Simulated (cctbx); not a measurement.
**A crystallographic session in cctbx: SmY3Se5S**

Library: cctbx 2025.11. The data are simulated by the first script.

## 1. Simulate the data

run.py:

```python
from cctbx import adptbx, crystal, miller, sgtbx, xray
from cctbx.array_family import flex
from iotbx.shelx import hklf
from scitbx import matrix
import scitbx.random

cs = crystal.symmetry(unit_cell=(11.654, 4.05, 11.813, 90, 109.04, 90), space_group_symbol='Hall: -P 2yb')  # P2_1/m
atoms = [  # label, site, U (iso, or U11 U22 U33 U12 U13 U23 in A^2), occupancy
    ("Sm1", (0.4527, 0.25, 0.8053), (0.0071, 0.0083, 0.0080, 0.0000, 0.0024, 0.0000), 1),
    ("Y1", (0.3445, 0.25, 0.4122), (0.0025, 0.0079, 0.0156, 0.0000, 0.0019, 0.0000), 1),
    ("Y2", (0.0665, 0.25, 0.667), (0.0034, 0.0038, 0.0055, 0.0000, 0.0010, 0.0000), 1),
    ("Y3", (0.8169, 0.25, 0.9991), (0.0059, 0.0034, 0.0044, 0.0000, 0.0027, 0.0000), 1),
    ("Se1", (0.3848, 0.25, 0.0396), (0.0070, 0.0040, 0.0050, 0.0000, 0.0016, 0.0000), 1),
    ("Se2", (0.7631, 0.25, 0.2268), (0.0105, 0.0063, 0.0079, 0.0000, 0.0021, 0.0000), 1),
    ("Se3", (0.5851, 0.25, 0.4098), (0.0045, 0.0031, 0.0042, 0.0000, 0.0011, 0.0000), 1),
    ("Se4", (0.1029, 0.25, 0.4407), (0.0012, 0.0068, 0.0073, 0.0000, 0.0015, 0.0000), 1),
    ("Se5", (0.0208, 0.25, 0.8858), (0.0085, 0.0074, 0.0073, 0.0000, 0.0033, 0.0000), 1),
    ("S1", (0.6944, 0.25, 0.7528), (0.0093, 0.0074, 0.0070, 0.0000, 0.0020, 0.0000), 1),
]
xs = xray.structure(crystal_symmetry=cs)
for label, site, u, occ in atoms:
    u = adptbx.u_cif_as_u_star(cs.unit_cell(), u) if isinstance(u, tuple) else u
    xs.add_scatterer(xray.scatterer(label, site=site, u=u, occupancy=occ))
xs.set_inelastic_form_factors(0.71073, "sasaki")
xs.show_summary()
p1 = xs.expand_to_p1()
ms = miller.build_set(p1, anomalous_flag=True, d_min=0.84)
flex.set_random_seed(242159)
scitbx.random.set_random_seed(242159)
ms = ms.select(flex.random_double(ms.size()) < 0.8)
i = ms.structure_factors_from_scatterers(p1, algorithm="direct").f_calc().as_intensity_array().data()
i = i * 20000 / flex.max(i)
sig = flex.sqrt(i + flex.pow2(0.03 * i) + 15 ** 2)
noise = scitbx.random.variate(scitbx.random.normal_distribution())(i.size())
data = ms.array(data=i + sig * noise, sigmas=sig).set_observation_type_xray_intensity()
with open("data.hkl", "w") as f:
    data.export_as_shelx_hklf(f)
print("reflections written:", data.size(), " <I/sigma> = %.1f" % flex.mean(data.data() / data.sigmas()))
for h, a, b in list(data.sort("data"))[:12]:
    print("%4d%4d%4d %9.1f %7.1f" % (h + (a, b)))
```

```console
$ python run.py
```

```text
Number of scatterers: 10
At special positions: 10
Unit cell: (11.654, 4.05, 11.813, 90, 109.04, 90)
Space group: P 1 21/m 1 (No. 11)
reflections written: 2973  <I/sigma> = 11.1
   0  -2   0   20984.0   616.6
   0   2   0   20312.9   616.6
  -5   0  -1   10970.0   353.8
  -2  -1  -1    9647.7   303.1
   2  -1   1    9576.4   303.1
   2   1   1    9531.5   303.1
  -2   1  -1    9469.6   303.1
   4   1  -3    9188.2   293.4
  -2   0   4    9134.4   290.5
   2   0  -4    9030.8   290.5
  -4  -1   3    8862.6   293.4
   4  -1  -3    8844.1   293.4
```

It took 0.27 s on 1 thread of Arm Neoverse V2, on a shared host, peak memory 0.07 GiB.

## 2. Symmetry

run.py:

```python
from cctbx import crystal, sgtbx, statistics
from cctbx.array_family import flex
from iotbx.shelx import hklf

p1 = crystal.symmetry(unit_cell=(11.654, 4.05, 11.813, 90, 109.04, 90), space_group_symbol="P 1")
raw = hklf.reader(file_name="data.hkl").as_miller_arrays(crystal_symmetry=p1, anomalous=True)[0]
print(raw.size(), "reflections to d = %.3f A" % raw.d_min())
isig = raw.data() / raw.sigmas()
print("centring   violations  <I/sigma> of those")
best = "P"
for c in "ABCIRF":
    a = raw.customized_copy(space_group_info=sgtbx.space_group_info("Hall: %s 1" % c)).sys_absent_flags().data()
    m = flex.mean(isig.select(a))
    print("%5s %10d of %5d %8.1f" % (c, (isig.select(a) > 4).count(True), a.count(True), m))
    if (isig.select(a) > 4).count(True) < 0.01 * a.count(True):
        best = c
raw = raw.select(~raw.customized_copy(space_group_info=sgtbx.space_group_info("Hall: %s 1" % best)).sys_absent_flags().data())
isig = raw.data() / raw.sigmas()
rows = []
for s in sgtbx.space_group_symbol_iterator():
    g = sgtbx.space_group(s)
    if g.conventional_centring_type_symbol() != best or not g.is_compatible_unit_cell(p1.unit_cell(), 1e-3, 0.02):
        continue
    rows.append((s, g))
print("Laue class    unique    Rint  (classes that these axes allow; Friedel mates merged)")
rint = {}
for s, g in rows:
    laue = g.build_derived_patterson_group()
    key = laue.type().hall_symbol()
    if key not in rint:
        m = raw.customized_copy(space_group_info=laue.info(), anomalous_flag=False).merge_equivalents()
        rint[key] = m.r_int()
        print("%-14s %6d %7.3f" % (laue.type().lookup_symbol(), m.array().size(), m.r_int()))
floor = min(rint.values())
good = [(s, g) for s, g in rows if rint[g.build_derived_patterson_group().type().hall_symbol()] < 2 * floor + 0.03]
top = max(g.build_derived_patterson_group().order_z() for s, g in good)
print("space group    extra absences  I>4sigma  <I/sigma>")
for s, g in good:
    laue = g.build_derived_patterson_group()
    if laue.order_z() != top:
        continue
    a = raw.customized_copy(space_group_info=g.info()).sys_absent_flags().data()
    a &= ~raw.customized_copy(space_group_info=laue.info()).sys_absent_flags().data()
    bad = (isig.select(a) > 4).count(True)
    if bad <= 0.03 * a.count(True):
        print("%-16s %8d %10d %9s  %s" % (s.universal_hermann_mauguin(), a.count(True), bad, "%.1f" % flex.mean(isig.select(a)) if a.count(True) else "-", "centric" if g.is_centric() else "acentric"))
laue = max(good, key=lambda t: t[1].build_derived_patterson_group().order_z())[1].build_derived_patterson_group()
f = raw.customized_copy(space_group_info=laue.info(), anomalous_flag=False).merge_equivalents().array().eliminate_sys_absent().f_sq_as_f()
f.set_observation_type_xray_amplitude()
bins = max(3, min(8, f.size() // 12))
f.setup_binner(n_bins=bins)
w = statistics.wilson_plot(f, {e: n / laue.order_z() for e, n in {'Sm': 2.0, 'Y': 6.0, 'Se': 10.0, 'S': 2.0}.items()}, e_statistics=True)
print("Wilson B = %.2f A^2   <|E^2-1|> = %.3f (0.968 centric, 0.736 acentric)   E^2>4: %.1f %%" % (w.wilson_b, w.mean_e_sq_minus_1, w.percent_e_sq_gt_2))
print("shell (A)         n   <I/sigma>")
m = raw.customized_copy(space_group_info=laue.info(), anomalous_flag=False).merge_equivalents().array().eliminate_sys_absent()
for b in m.setup_binner(n_bins=bins).range_used():
    sel = m.binner().selection(b)
    print("%5.2f - %4.2f %6d %8.1f" % (min(m.binner().bin_d_range(b)[0] if m.binner().bin_d_range(b)[0] > 0 else 99, 99), m.binner().bin_d_range(b)[1], sel.count(True), flex.mean((m.data() / m.sigmas()).select(sel))))
```

```console
$ python run.py
```

```text
2973 reflections to d = 0.840 A
centring   violations  <I/sigma> of those
    A       1017 of  1486     11.0
    B       1031 of  1476     10.9
    C       1050 of  1490     11.1
    I        999 of  1474     10.5
    R       1392 of  2000     11.1
    F       1549 of  2226     11.0
Laue class    unique    Rint  (classes that these axes allow; Friedel mates merged)
P -1             1782   0.032
P 1 2/m 1        1057   0.036
space group    extra absences  I>4sigma  <I/sigma>
P 1 2 1                 0          0         -  acentric
P 1 21 1                3          0      -0.2  acentric
P 1 m 1                 0          0         -  acentric
P 1 2/m 1               0          0         -  centric
P 1 21/m 1              3          0      -0.2  centric
Wilson B = 0.42 A^2   <|E^2-1|> = 0.947 (0.968 centric, 0.736 acentric)   E^2>4: 4.4 %
shell (A)         n   <I/sigma>
11.17 - 1.68    153     18.9
 1.68 - 1.33    130     18.8
 1.33 - 1.16    146     19.6
 1.16 - 1.06    121     14.0
 1.06 - 0.98    129     15.9
 0.98 - 0.92    138     15.8
 0.92 - 0.88    122     15.7
 0.88 - 0.84    118     14.6
```

Time: 0.29 s.

## 3. Charge flipping

run.py:

```python
import itertools
from cctbx import crystal, maptbx
from cctbx.array_family import flex
from iotbx.shelx import hklf
from smtbx.ab_initio import charge_flipping as cf

cs = crystal.symmetry(unit_cell=(11.654, 4.05, 11.813, 90, 109.04, 90), space_group_symbol='Hall: -P 2yb')  # P2_1/m
raw = hklf.reader(file_name="data.hkl").as_miller_arrays(crystal_symmetry=cs, anomalous=True)[0]
merged = raw.eliminate_sys_absent().merge_equivalents()
fo2 = merged.array().set_observation_type_xray_intensity()
f = fo2.average_bijvoet_mates().f_sq_as_f().resolution_filter(d_min=0.9)
p1 = f.expand_to_p1()
p1.setup_binner_counting_sorted(reflections_per_bin=max(40, p1.size() // 12))
work = p1.array(data=p1.data() / p1.amplitude_quasi_normalisations().data())
flex.set_random_seed(45383)
it = cf.weak_reflection_improved_iterator(delta=None, weak_reflection_fraction=0.2)
it.start(work, phases=flex.random_double(p1.size()) * 6.2832, f_000=0)
it.delta = 0.9 * it.rho_map.sigma()
print("cycle      R  skewness")
for n, st in enumerate(itertools.islice(it, 300)):
    if n % 25 == 0:
        print("%5d %6.3f %8.2f" % (n, st.r1_factor(), st.rho_map.skewness()))
rho = p1.phase_transfer(it.f_calc).fft_map().apply_volume_scaling()
polish = cf.low_density_elimination_iterator(constant_rho_c=rho.sigma())
polish.start(f_obs=p1, phases=it.f_calc, f_000=0)
for _ in range(8):
    next(polish)
print("origin shift          correlation  skewness")
maps = []
for fc, shift, cc in itertools.islice(cf.f_calc_symmetrisations(f, polish.f_calc, 0), 4):
    m = f.phase_transfer(fc).fft_map(symmetry_flags=maptbx.use_space_group_symmetry, resolution_factor=0.25).apply_sigma_scaling()
    maps.append((m.skewness(), cc, m))
    print("%6.3f %6.3f %6.3f %10.3f %9.2f" % (tuple(shift) + (cc, m.skewness())))
skew, cc, m = max((t for t in maps if t[1] > maps[0][1] - 0.04), key=lambda t: t[0])
print("taken: symmetry correlation %.3f, skewness %.2f" % (cc, skew))
peaks = m.peak_search(parameters=maptbx.peak_search_parameters(min_distance_sym_equiv=0.9, max_clusters=15)).all()
sps = cs.special_position_settings(min_distance_sym_equiv=0.5)
print("peak      x       y       z  mult  height/sigma")
for k, (x, h) in enumerate(zip(peaks.sites(), peaks.heights())):
    ss = sps.site_symmetry(x)
    print("Q%-3d %7.4f %7.4f %7.4f %4d %8.1f" % ((k + 1,) + tuple(t % 1 for t in ss.exact_site()) + (ss.multiplicity(), h)))
```

```console
$ python run.py
```

```text
cycle      R  skewness
    0  0.658     0.18
   25  0.428     1.35
   50  0.438     1.53
   75  0.446     1.67
  100  0.447     1.66
  125  0.444     1.75
  150  0.436     1.68
  175  0.422     1.72
  200  0.432     1.69
  225  0.440     1.78
  250  0.453     1.91
  275  0.451     2.89
origin shift          correlation  skewness
 0.319  0.205  0.065      0.847      1.25
 0.148  0.201  0.357      0.839      1.29
 0.472  0.200  0.282      0.842      1.16
 0.131  0.205 -0.005      0.838      1.16
taken: symmetry correlation 0.839, skewness 1.29
peak      x       y       z  mult  height/sigma
Q1    0.2075  0.7500  0.3481    2      7.6
Q2    0.0887  0.2500  0.1000    2      7.1
Q3    0.3103  0.2500  0.9263    2      6.6
Q4    0.0748  0.2500  0.2828    2      6.6
Q5    0.2721  0.7500  0.1109    2      6.6
Q6    0.0621  0.2500  0.6610    2      6.3
Q7    0.4226  0.7500  0.3110    2      5.6
Q8    0.3383  0.2500  0.6745    2      5.2
Q9    0.2655  0.2500  0.1661    2      5.1
Q10   0.3135  0.7500  0.8811    2      5.1
Q11   0.2841  0.7500  0.6966    2      4.9
Q12   0.4763  0.7500  0.0697    2      4.9
Q13   0.4600  0.2500  0.2926    2      4.6
Q14   0.1403  0.2500  0.7828    2      4.5
Q15   0.2242  0.7500  0.4389    2      4.5
```

Time: 0.4 s.

## 4. Refinement (model from the peaks)

run.py:

```python
import math
from cctbx import adptbx, crystal, maptbx, sgtbx, xray
from cctbx.array_family import flex
from cctbx.xray import observations
from iotbx.shelx import hklf
from scitbx.lstbx import normal_eqns_solving
from smtbx import absolute_structure, utils
from smtbx.refinement import constraints, least_squares

cs = crystal.symmetry(unit_cell=(11.654, 4.05, 11.813, 90, 109.04, 90), space_group_symbol='Hall: -P 2yb')  # P2_1/m
atoms = [  # label, site, U (iso, or U11 U22 U33 U12 U13 U23 in A^2), occupancy
    ("Sm1", (0.2075, 0.75, 0.3481), 0.0200, 1),
    ("Y1", (0.0887, 0.25, 0.1), 0.0200, 1),
    ("Se1", (0.3103, 0.25, 0.9263), 0.0200, 1),
    ("Se2", (0.0748, 0.25, 0.2828), 0.0200, 1),
    ("Se3", (0.2721, 0.75, 0.1109), 0.0200, 1),
    ("Se4", (0.0621, 0.25, 0.661), 0.0200, 1),
    ("S1", (0.4226, 0.75, 0.311), 0.0200, 1),
    ("Se5", (0.3383, 0.25, 0.6745), 0.0200, 1),
    ("Y2", (0.2655, 0.25, 0.1661), 0.0200, 1),
    ("Y3", (0.3135, 0.75, 0.8811), 0.0200, 1),
]
xs = xray.structure(crystal_symmetry=cs)
for label, site, u, occ in atoms:
    u = adptbx.u_cif_as_u_star(cs.unit_cell(), u) if isinstance(u, tuple) else u
    xs.add_scatterer(xray.scatterer(label, site=site, u=u, occupancy=occ))
xs.set_inelastic_form_factors(0.71073, "sasaki")
raw = hklf.reader(file_name="data.hkl").as_miller_arrays(crystal_symmetry=cs, anomalous=True)[0]
merged = raw.eliminate_sys_absent().merge_equivalents()
fo2 = merged.array().set_observation_type_xray_intensity()
print("Rint %.3f, %d unique reflections to %.2f A" % (merged.r_int(), fo2.size(), fo2.d_min()))
for sc in xs.scatterers():
    sc.flags.set_grad_site(True)
    sc.flags.set_grad_u_aniso(sc.flags.use_u_aniso())
    sc.flags.set_grad_u_iso(sc.flags.use_u_iso())
obs = fo2.as_xray_observations()
extra = {}
rep = constraints.reparametrisation(xs, [], utils.connectivity_table(xs), **extra)
ls = least_squares.crystallographic_ls(obs, rep, weighting_scheme=least_squares.mainstream_shelx_weighting(a=0, b=0))
print("cycle     R1     wR2    GooF  max shift (A)")
for cycle in range(6):
    ls.build_up()
    r1, wr2, goof = ls.r1_factor(cutoff_factor=2)[0], ls.wR2(), ls.goof()
    old = xs.sites_cart()
    normal_eqns_solving.levenberg_marquardt_iterations(ls, n_max_iterations=3, tau=0.0001, step_threshold=1e-7)
    big = flex.max((xs.sites_cart() - old).norms())
    print("%4d %7.4f %7.4f %7.3f %9.5f" % (cycle + 1, r1, wr2, goof, big))
    ls.build_up(objective_only=True)
    if abs(ls.wR2() - wr2) < 5e-5 and big < 5e-4:
        break
ls.build_up()
print("final R1 %.4f wR2 %.4f GooF %.3f  parameters %d  data/parameter %.1f" % (ls.r1_factor(cutoff_factor=2)[0], ls.wR2(), ls.goof(), ls.n_parameters, fo2.size() / ls.n_parameters))
cov = ls.covariance_matrix_and_annotations()
su = dict(zip(cov.annotations, (math.sqrt(max(v, 0)) for v in cov.matrix.matrix_packed_u_diagonal())))
a2 = cs.unit_cell().reciprocal_parameters()[0] ** -2
print("atom        x        y        z      Ueq    occ   su(xyz)  su(Uiso or U11)")
for sc in xs.scatterers():
    s = max(su.get(sc.label + k, 0) for k in (".x", ".y", ".z"))
    npd = "" if sc.is_positive_definite_u(cs.unit_cell()) else "  NPD"
    print("%-5s %8.5f %8.5f %8.5f %8.4f %6.3f %8.5f %7.4f%s" % ((sc.label,) + sc.site + (sc.u_iso_or_equiv(cs.unit_cell()), sc.occupancy, s, su.get(sc.label + ".uiso", su.get(sc.label + ".u11", 0) * a2), npd)))
fo = fo2.f_sq_as_f()
fc = fo.structure_factors_from_scatterers(xs, algorithm="direct").f_calc()
diff = fo.f_obs_minus_f_calc(1 / math.sqrt(ls.scale_factor()), fc).average_bijvoet_mates()
m = diff.fft_map(symmetry_flags=maptbx.use_space_group_symmetry, resolution_factor=0.25).apply_volume_scaling()
print("difference map: max %.2f min %.2f rms %.2f" % (m.statistics().max(), m.statistics().min(), m.statistics().sigma()))
peaks = m.peak_search(parameters=maptbx.peak_search_parameters(min_distance_sym_equiv=0.6, max_clusters=5)).all()
near = xs.closest_distances(peaks.sites(), distance_cutoff=4)
sps = cs.special_position_settings(min_distance_sym_equiv=0.5)
for k, (x, h) in enumerate(zip(peaks.sites(), peaks.heights())):
    ss = sps.site_symmetry(x)
    print("Q%-3d %7.4f %7.4f %7.4f %4d %7.2f  %.2f A from %s" % ((k + 1,) + tuple(t % 1 for t in ss.exact_site()) + (ss.multiplicity(), h, near.smallest_distances[k], xs.scatterers()[near.i_seqs[k]].label)))
```

```console
$ python run.py
```

```text
Rint 0.036, 1055 unique reflections to 0.84 A
cycle     R1     wR2    GooF  max shift (A)
   1  0.7095  0.9352  21.119   0.37290
   2  0.5708  0.8533  19.268   0.70162
   3  0.5447  0.8270  18.675   0.32364
   4  0.5460  0.8247  18.624   0.15703
   5  0.5472  0.8233  18.592   0.05601
   6  0.5474  0.8228  18.581   0.01881
final R1 0.5476 wR2 0.8230 GooF 18.584  parameters 30  data/parameter 35.2
atom        x        y        z      Ueq    occ   su(xyz)  su(Uiso or U11)
Sm1    0.22055  0.75000  0.34755   0.0001  1.000  0.00168  0.0039
Y1     0.08074  0.25000  0.08510   0.0001  1.000  0.00273  0.0069
Se1    0.27059  0.25000  0.90944   0.0001  1.000  0.00297  0.0065
Se2    0.04283  0.25000  0.23570   0.0001  1.000  0.00297  0.0064
Se3    0.28792  0.75000  0.12789   0.0001  1.000  0.00301  0.0066
Se4    0.10994  0.25000  0.71643   0.0402  1.000  0.00561  0.0133
S1     0.45076  0.75000  0.33799   0.0001  1.000  0.00721  0.0149
Se5    0.33505  0.25000  0.67945   0.0001  1.000  0.00287  0.0069
Y2     0.19620  0.25000  0.13960   0.0406  1.000  0.00531  0.0133
Y3     0.34480  0.75000  0.93731   0.0069  1.000  0.00332  0.0073
difference map: max 106.03 min -74.83 rms 11.23
Q1    0.2245  0.7500  0.3445    2  111.26  0.07 A from Sm1
Q2    0.2842  0.7500  0.1239    2   90.43  0.05 A from Se3
Q3    0.0520  0.2500  0.2258    2   78.05  0.18 A from Se2
Q4    0.0830  0.2500  0.0893    2   74.92  0.05 A from Y1
Q5    0.2765  0.2500  0.5476    2   74.29  1.48 A from Se5
```

Time: 0.62 s.

Figures of merit this high mean that the model is still wrong or incomplete.

## 5. Charge flipping

run.py, as its changes from the last script of this kind:

```diff
@@ -13,3 +13,2 @@
-p1.setup_binner_counting_sorted(reflections_per_bin=max(40, p1.size() // 12))
-work = p1.array(data=p1.data() / p1.amplitude_quasi_normalisations().data())
-flex.set_random_seed(45383)
+work = p1
+flex.set_random_seed(45384)
@@ -20,2 +19,2 @@
-for n, st in enumerate(itertools.islice(it, 300)):
-    if n % 25 == 0:
+for n, st in enumerate(itertools.islice(it, 600)):
+    if n % 50 == 0:
```

```console
$ python run.py
```

```text
cycle      R  skewness
    0  0.648     0.20
   50  0.444     2.04
  100  0.366     4.68
  150  0.372     4.43
  200  0.368     4.44
  250  0.372     4.39
  300  0.375     4.51
  350  0.376     4.52
  400  0.376     4.58
  450  0.354     4.47
  500  0.368     4.56
  550  0.368     4.54
origin shift          correlation  skewness
 0.151  0.257  0.445      0.883      1.97
-0.001  0.258  0.251      0.868      1.55
 0.341  0.259  0.040      0.869      1.63
 0.026  0.257  0.131      0.865      1.60
taken: symmetry correlation 0.883, skewness 1.97
peak      x       y       z  mult  height/sigma
Q1    0.1521  0.7500  0.2506    2      9.6
Q2    0.3988  0.7500  0.9788    2      9.0
Q3    0.2629  0.2500  0.6617    2      8.7
Q4    0.0839  0.7500  0.5091    2      8.5
Q5    0.2431  0.7500  0.6384    2      6.7
Q6    0.3165  0.7500  0.4427    2      6.5
Q7    0.0419  0.7500  0.7655    2      6.0
Q8    0.4646  0.2500  0.6107    2      5.9
Q9    0.1656  0.2500  0.0779    2      5.5
Q10   0.4654  0.7500  0.7109    2      5.1
Q11   0.3659  0.7500  0.2221    2      4.8
Q12   0.1654  0.2500  0.1691    2      4.6
Q13   0.2991  0.7500  0.8368    2      4.5
Q14   0.4218  0.2500  0.1723    2      4.4
Q15   0.2172  0.2500  0.9236    2      4.4
```

Time: 0.49 s.

[Logs are printed without paths, hosts, clocks, repeated set-up lines and the standing remarks that a program may print on its own settings, such as how far it seeks lower states.]
